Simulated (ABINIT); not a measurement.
# How the form of the self-energy moves the gap of Sr2FeH6 (Fm-3m), part 2 of 2

How much does the gap of Sr2FeH6 (Fm-3m) depend on the approximation to the self-energy?

ABINIT 10.8.3; LDA and many-body steps on it, plane waves. Known limits of the many-body steps: not at the basis limit; no spin polarisation; d states lean on the start; no spin-orbit coupling; coarse k mesh.

So far. Step 5 (G0W0, von der Linden-Horsch plasmon pole): Against G0W0 in ABINIT (2×2×2 mesh, 88 bands, screening to 114.3 eV, Godby-Needs plasmon pole), the gap moves by +0.079 eV. Step 6 (G0W0, Hybertsen-Louie plasmon pole): Against G0W0 in ABINIT (2×2×2 mesh, 88 bands, screening to 114.3 eV, Godby-Needs plasmon pole), the gap moves by +0.683 eV.

## Step 7: One-shot COHSEX

This step: one-shot COHSEX on LDA, plane waves, norm-conserving pseudopotentials.

Input file run.abi:

```
acell 3*1.0 Angstrom
rprim 
  -0.000000000000 3.707652250000 3.707652250000
  3.707652250000 -0.000000000000 3.707652250000
  3.707652250000 3.707652250000 -0.000000000000
ntypat 3
znucl 38 26 1
natom 9
typat 1 1 2 3 3 3 3 3 3
xred 
  0.750000000000 0.750000000000 0.750000000000
  0.250000000000 0.250000000000 0.250000000000
  0.000000000000 0.000000000000 0.000000000000
  0.782457990000 0.782457990000 0.217542010000
  0.217542010000 0.782457990000 0.217542010000
  0.782457990000 0.217542010000 0.217542010000
  0.217542010000 0.217542010000 0.782457990000
  0.782457990000 0.217542010000 0.782457990000
  0.217542010000 0.782457990000 0.782457990000
pp_dirpath "pseudos"
pseudos "Sr.upf, Fe.upf, H.upf"
ecut 39
ngkpt 2 2 2
nshiftk 1
shiftk 0 0 0
kptopt 1
chksymbreak 0
istwfk *1
occopt 1
irdwfk 1
optdriver 4
nband 88
gwcalctyp 7
ecutsigx 39
symsigma 1
nkptgw 2
kptgw 
  0.0000000000 0.0000000000 0.0000000000
  0.5000000000 0.5000000000 0.0000000000
bdgw 
  19 23
  20 23
ecuteps 4.2
irdscr 1
indata_prefix "in"
outdata_prefix "out"
tmpdata_prefix "tmp"
```

On the command line:

```bash
$ OMP_NUM_THREADS=1 mpirun -n 4 abinit run.abi > log
```

Numbers of over 12 decimals in the logs are rounded to 6 here.

Log:

```text
.Version 10.8.3 of ABINIT. v10.8.2 released Aug 2026.

 Symmetries : space group Fm -3 m (#225); Bravais cF (face-center cubic)
[... echo of the input left out ...]
== DATASET  1 ==================================================================
-   mpi_nproc: 4, omp_nthreads: 1 (-1 if OMP is not activated)

--- !DatasetInfo
iteration_state: {dtset: 1, }
dimensions: {natom: 9, nkpt: 3, mband: 88, nsppol: 1, nspinor: 1, nspden: 1, mpw: 8026, }
cutoff_energies: {ecut:  39.0, pawecutdg:  -1.0, }
[...]
Band     E0 <VxcDFT>   SigX SigC(E0)      Z dSigC/dE  Sig(E)    E-E0       E
[...]
22   6.343 -19.239 -13.444  -5.416   1.000   0.000 -18.860   0.379   6.722
       23   7.931 -10.330  -4.881  -5.140   1.000   0.000 -10.022   0.308   8.239

== END DATASET(S) ==============================================================
================================================================================

 -outvars: echo values of variables after computation  --------
           etotal      0.0000000000E+00
            nband          88
             nkpt           3
          spgroup         225
 [... the other variables as echoed above ...]

 Calculation completed.
```

It took 4.2 s on 4 MPI ranks of Arm Neoverse V1, shared host; peak memory 0.91 GiB.

This step gave:

```
quasiparticle gap on the points computed              : 2.763 eV
starting gap on the mesh                              : 1.014 eV
k of the valence top                                  : 0, 0, 0
k of the conduction bottom                            : 0.5, 0.5, 0
least direct quasiparticle gap on the computed points : 2.822 eV
```

Against G0W0 in ABINIT (2×2×2 mesh, 88 bands, screening to 114.3 eV, Godby-Needs plasmon pole), the gap moves by +0.707 eV.

## Step 8: One-shot Hartree-Fock

This step: one-shot Hartree-Fock on LDA, plane waves, norm-conserving pseudopotentials.

run.abi, as its differences from that of step 7:

```diff
@@ -31,4 +31,4 @@
 optdriver 4
-nband 88
-gwcalctyp 7
+nband 25
+gwcalctyp 5
 ecutsigx 39
@@ -42,4 +42,4 @@
   20 23
-ecuteps 4.2
-irdscr 1
+ixc_sigma 40
+fftgw 31
 indata_prefix "in"
```

Log:

```text
.Version 10.8.3 of ABINIT. v10.8.2 released Aug 2026.

 Symmetries : space group Fm -3 m (#225); Bravais cF (face-center cubic)
[... echo of the input left out ...]
== DATASET  1 ==================================================================
-   mpi_nproc: 4, omp_nthreads: 1 (-1 if OMP is not activated)

--- !DatasetInfo
iteration_state: {dtset: 1, }
dimensions: {natom: 9, nkpt: 3, mband: 25, nsppol: 1, nspinor: 1, nspden: 1, mpw: 8026, }
cutoff_energies: {ecut:  39.0, pawecutdg:  -1.0, }
[...]
Band     E0 <VxcDFT>   SigX SigC(E0)      Z dSigC/dE  Sig(E)    E-E0       E
[...]
22   6.343 -19.239 -13.444   0.000   1.000   0.000 -13.444   5.795  12.138
       23   7.931 -10.330  -4.881   0.000   1.000   0.000  -4.881   5.448  13.379

== END DATASET(S) ==============================================================
================================================================================

 -outvars: echo values of variables after computation  --------
           etotal      0.0000000000E+00
            nband          25
             nkpt           3
          spgroup         225
 [... the other variables as echoed above ...]

 Calculation completed.
```

It took 4.1 s on 4 MPI ranks; peak memory 0.87 GiB; 16 s of CPU time.

This step gave:

```yaml
quasiparticle_gap_on_the_points_computed: 11.62 eV
starting_gap_on_the_mesh: 1.014 eV
k_of_the_valence_top: 0.5, 0.5, 0
k_of_the_conduction_bottom: 0.5, 0.5, 0
least_direct_quasiparticle_gap_on_the_computed_points: 11.62 eV
```

Against G0W0 in ABINIT (2×2×2 mesh, 88 bands, screening to 114.3 eV, Godby-Needs plasmon pole), the gap moves by +9.565 eV.

## Step 9: Screening, 2×2×2 mesh, 88 bands, screening to 114.3 eV

This step: RPA screening on LDA, plane waves, norm-conserving pseudopotentials.

run.abi, as its differences from that of step 8:

```diff
@@ -30,16 +30,14 @@
 irdwfk 1
-optdriver 4
-nband 25
-gwcalctyp 5
-ecutsigx 39
-symsigma 1
-nkptgw 2
-kptgw 
-  0.0000000000 0.0000000000 0.0000000000
-  0.5000000000 0.5000000000 0.0000000000
-bdgw 
-  19 23
-  20 23
-ixc_sigma 40
-fftgw 31
+optdriver 3
+nband 88
+ecuteps 4.2
+inclvkb 2
+awtr 1
+symchi 1
+gwcalctyp 2
+nfreqre 16
+freqremax 40 eV
+nfreqim 8
+spmeth 1
+nomegasf 120
 indata_prefix "in"
```

Log:

```text
.Version 10.8.3 of ABINIT. v10.8.2 released Aug 2026.

 Symmetries : space group Fm -3 m (#225); Bravais cF (face-center cubic)
[... echo of the input left out ...]
== DATASET  1 ==================================================================
-   mpi_nproc: 4, omp_nthreads: 1 (-1 if OMP is not activated)

--- !DatasetInfo
iteration_state: {dtset: 1, }
dimensions: {natom: 9, nkpt: 3, mband: 88, nsppol: 1, nspinor: 1, nspden: 1, mpw: 8026, }
cutoff_energies: {ecut:  39.0, pawecutdg:  -1.0, }
electrons: {nelect:   4.20000000E+01, charge:   0.00000000E+00, occopt:   1.00000000E+00, tsmear:   1.00000000E-02, }

 SCREENING: Calculation of the susceptibility and dielectric matrices

 Based on a program developped by R.W. Godby, V. Olevano, G. Onida, and L. Reining.
 Incorporated in ABINIT by V. Olevano, G.-M. Rignanese, and M. Torrent.
.Using double precision arithmetic ; gwpc =  8

[... cell and pseudopotentials left out ...]
--------------------------------------------------------------------------------

 ==== K-mesh for the wavefunctions ====
 Number of points in the irreducible wedge :     3
[... list of points left out ...]
 Together with 48 symmetry operations and time-reversal symmetry
 yields     8 points in the full Brillouin Zone.

 ==== Q-mesh for the screening function ====
 Number of points in the irreducible wedge :     3
[... list of points left out ...]
 Together with 48 symmetry operations and time-reversal symmetry
 yields     8 points in the full Brillouin Zone.

 setmesh: FFT mesh size selected  =    40x   40x   40
          total number of points  =        64000

 vcoul_init : cutoff-mode = AUXILIARY_FUNCTION
 q-points for optical limit:   1
     1)      0.000010    0.000020    0.000030

- screening: taking advantage of time-reversal symmetry
- Maximum band index for partially occupied states nbvw = 21
- Remaining bands to be divided among processors   nbcw = 67
- Number of bands treated by each node ~16

 Number of electrons calculated from density =   42.0000; Expected =   42.0000
 average of density, n =  0.061056
 r_s =    1.5754
 omega_plasma =   23.8352 [eV]

 calculating chi0 at frequencies [eV] :
  1    0.000000E+00    0.000000E+00
  2    2.666667E+00    0.000000E+00
  3    5.333333E+00    0.000000E+00
[...]
23    0.000000E+00    6.070406E+01
 24    0.000000E+00    8.547197E+01

--------------------------------------------------------------------------------
  q-point number  1        q = ( 0.000000, 0.000000, 0.000000) [r.l.u.]
--------------------------------------------------------------------------------
[... chi0 elements left out ...]
  [... further frequencies ...]

 No. of calculated frequencies >  15, stop printing
 For q-point:  0.000010 0.000020 0.000030
  dielectric constant =   4.7096
  dielectric constant without local fields =   5.5982

  Average fulfillment of the sum rule on Im[epsilon] for q-point    1 :     52.29  [%]
[... wings left out ...]
  q-point number  2        q = ( 0.500000, 0.000000, 0.000000) [r.l.u.]
--------------------------------------------------------------------------------
[... chi0 elements left out ...]
  [... further frequencies ...]

 No. of calculated frequencies >  15, stop printing
  Average fulfillment of the sum rule on Im[epsilon] for q-point    2 :     59.29  [%]

 [... 1 further q-points ...]
```

The job ended after 16 s (4 MPI ranks; peak memory 1.8 GiB; 63 s of CPU time).

Numbers from this step:

```
ε∞ with local fields, on this mesh, along the program's q direction : 4.710
the same without local fields                                       : 5.598
plasma frequency                                                    : 23.84 eV
plane waves in the screening matrix                                 : 283
```

## Step 10: G0W0, contour deformation

This step: G0W0 on LDA, plane waves, norm-conserving pseudopotentials.

run.abi, as its differences from that of step 9:

```diff
@@ -30,14 +30,16 @@
 irdwfk 1
-optdriver 3
+optdriver 4
 nband 88
+gwcalctyp 2
+ecutsigx 39
+symsigma 1
+nkptgw 2
+kptgw 
+  0.0000000000 0.0000000000 0.0000000000
+  0.5000000000 0.5000000000 0.0000000000
+bdgw 
+  19 23
+  20 23
 ecuteps 4.2
-inclvkb 2
-awtr 1
-symchi 1
-gwcalctyp 2
-nfreqre 16
-freqremax 40 eV
-nfreqim 8
-spmeth 1
-nomegasf 120
+irdscr 1
 indata_prefix "in"
```

Log:

```text
.Version 10.8.3 of ABINIT. v10.8.2 released Aug 2026.

 Symmetries : space group Fm -3 m (#225); Bravais cF (face-center cubic)
[... echo of the input left out ...]
== DATASET  1 ==================================================================
-   mpi_nproc: 4, omp_nthreads: 1 (-1 if OMP is not activated)

--- !DatasetInfo
iteration_state: {dtset: 1, }
dimensions: {natom: 9, nkpt: 3, mband: 88, nsppol: 1, nspinor: 1, nspden: 1, mpw: 8026, }
cutoff_energies: {ecut:  39.0, pawecutdg:  -1.0, }
[...]
Band     E0 <VxcDFT>   SigX SigC(E0)      Z dSigC/dE  Sig(E)    E-E0       E
[...]
23   7.931 -10.330  -4.881  -3.502   0.799  -0.252  -8.775   1.555   9.486
       23   0.000   0.000   0.000  -0.000   0.000   0.000  -0.000  -0.000  -0.000

== END DATASET(S) ==============================================================
================================================================================

 -outvars: echo values of variables after computation  --------
           etotal      0.0000000000E+00
            nband          88
             nkpt           3
          spgroup         225
 [... the other variables as echoed above ...]

 Calculation completed.
```

Elapsed: 5.8 s, on 4 MPI ranks; peak memory 0.91 GiB.

Numbers from this step:

```yaml
g0w0_gap_on_the_points_computed: 2.025 eV
starting_gap_on_the_mesh: 1.014 eV
k_of_the_valence_top: 0, 0, 0
k_of_the_conduction_bottom: 0.5, 0.5, 0
least_direct_g0w0_gap_on_the_computed_points: 2.079 eV
```

Against G0W0 in ABINIT (2×2×2 mesh, 88 bands, screening to 114.3 eV, Godby-Needs plasmon pole), the gap moves by −0.031 eV.

## Step 11: Side by side

Times are wall times on 4 MPI ranks of Arm Neoverse V1, shared host, good to a factor of about two. A run's time includes the screening step that it read.

```
                                     run   mesh  bands  screening cutoff (eV)  DFT gap (eV)  gap on the mesh (eV)  direct (eV)  ε∞ used   time
          G0W0, Godby-Needs plasmon pole  2×2×2     88                  114.3         1.014                 2.056        2.111     4.66   20 s
G0W0, von der Linden-Horsch plasmon pole  2×2×2     88                  114.3         1.014                 2.135        2.202     4.66   18 s
      G0W0, Hybertsen-Louie plasmon pole  2×2×2     88                  114.3         1.014                 2.739        2.799     4.66   20 s
                         one-shot COHSEX  2×2×2     88                  114.3         1.014                 2.763        2.822     4.66   17 s
                   one-shot Hartree-Fock  2×2×2      -                      -         1.014                11.621       11.621        -  4.1 s
               G0W0, contour deformation  2×2×2     88                  114.3         1.014                 2.025        2.079     4.71   22 s
```

## Step 12: Summary of results

```yaml
g0w0_godby_needs_plasmon_pole: 2.056 eV
g0w0_von_der_linden_horsch_plasmon_pole: 2.135 eV
g0w0_hybertsen_louie_plasmon_pole: 2.739 eV
one_shot_cohsex: 2.763 eV
one_shot_hartree_fock: 11.621 eV
g0w0_contour_deformation: 2.025 eV
known_limits: not at the basis limit; no spin polarisation; d states lean on the start; no spin-orbit coupling; coarse k mesh
```

What this shows: G0W0, von der Linden-Horsch plasmon pole: +0.079 eV against G0W0, Godby-Needs plasmon pole. G0W0, Hybertsen-Louie plasmon pole: +0.683 eV against G0W0, Godby-Needs plasmon pole. One-shot COHSEX: +0.707 eV against G0W0, Godby-Needs plasmon pole. One-shot Hartree-Fock: +9.565 eV against G0W0, Godby-Needs plasmon pole. G0W0, contour deformation: −0.031 eV against G0W0, Godby-Needs plasmon pole. Bare exchange alone opens the gap to 11.62 eV; against G0W0, correlation takes back 9.57 eV. Static COHSEX lies above G0W0: it lacks the factor Z and overstates the Coulomb hole of the filled states. Bands and cutoff are finite, so the gap is not at the basis limit. The miss can reach some tenths of an eV and take either sign; the mesh is an error of its own. In the G0W0 runs levels were corrected at 2 k points alone, so a gap called «on the mesh» is the least over those, and an edge elsewhere would be missed. The 2×2×2 mesh is coarse for this cell, which bears on the long-range parts of exchange and screening. The runs have no spin polarisation. For a closed low-spin shell that is the natural state; where a d or f shell is open it is a constraint, and the gap is then not the crystal's own. With d states at the gap, one-shot GW leans hard on its start. The many-body steps are scalar-relativistic: spin-orbit coupling is not in them.

[Paths, hosts, dates, memory and timing lines, banners, echoed tables and standing remarks are left out of the program output.]

[Logs are printed without paths, hosts, clocks, repeated set-up lines and the standing remarks that a program may print on its own settings, such as how far it seeks lower states.]

[Runs of the session that timed out or met a known fault of the program may be left out.]

[Hosts, paths, dates, database ids (printed as entryN), source tags and the programs' standing remarks are cut or masked in the printed files.]

[G0W0 gaps are taken among the corrected bands and points alone; a level outside them can change the order at an edge.]

[Where Ansatz stands beside ABINIT at settings called matched, ABINIT's density can come from a denser mesh and the files from another edition; pairs whose starting gaps differed by over 0.03 eV were left out, so agreement reads better than it is.]
